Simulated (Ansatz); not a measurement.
Planning a run of Ansatz 0.2.0 on Te (P3_121). The input:

```yaml
crystal:
  lattice:
    - [4.4572, 0.0, 0.0]
    - [-2.2286, 3.8600484297, 0.0]
    - [0.0, 0.0, 5.929]
  atoms:
    - { symbol: Te, position: [0.2633, 0.0, 0.3333333333] }
    - { symbol: Te, position: [0.0, 0.2633, 0.6666666667] }
    - { symbol: Te, position: [0.7367, 0.7367, 0.0] }
kpoints:
  mp_grid: { grid: [6, 6, 2] }
  band_path:
    path:
      - [0.0, 0.0, 0.0]
      - [0.5, 0.0, 0.0]
      - [0.33333333, 0.33333333, 0.0]
      - [0.0, 0.0, 0.5]
      - [0.5, 0.0, 0.5]
      - [0.33333333, 0.33333333, 0.5]
      - [0.33333333, 0.33333333, 0.45]
    npoints: 1
hamiltonian:
  xc: hf
  pseudopotentials: { kind: paw, azcp: { folder: soft_1 } }
scf:
  occupations: { method: fixed }
  n_extra_bands: 5
output:
  eigenvalues: true
```

```sh
ansatz run input.yaml --threads 3 --pin off --max-ram 92160MiB --backend cuda --events-out ev --progress --plain --runs-dir out --devices 1 --max-vram 13GiB
```

Q: How long will it take on 1 × NVIDIA H100 80GB HBM3 (shared by 6 runs) with 3 threads of AMD EPYC 7R13 (Zen 3), shared host, and how much memory?

It took 23 s; on shared hardware allow 12 s to 46 s. Peak host memory was 1.4 GiB. The sizes that set the cost: 2017 plane waves a state, 14 irreducible k points and 20 SCF cycles.

Exact exchange couples every pair of k points and filled bands, so it costs far more than a semilocal run.

[Paths, hosts, dates, memory and timing lines, banners, echoed tables and standing remarks are left out of the program output.]

[Logs are printed without paths, hosts, clocks, repeated set-up lines and the standing remarks that a program may print on its own settings, such as how far it seeks lower states.]

[Runs of the session that timed out or met a known fault of the program may be left out.]

[Cells called generated may have been cut or substituted from an entry of the Crystallography Open Database or the Materials Project.]

[Hosts, paths, dates, database ids (printed as entryN), source tags and the programs' standing remarks are cut or masked in the printed files.]
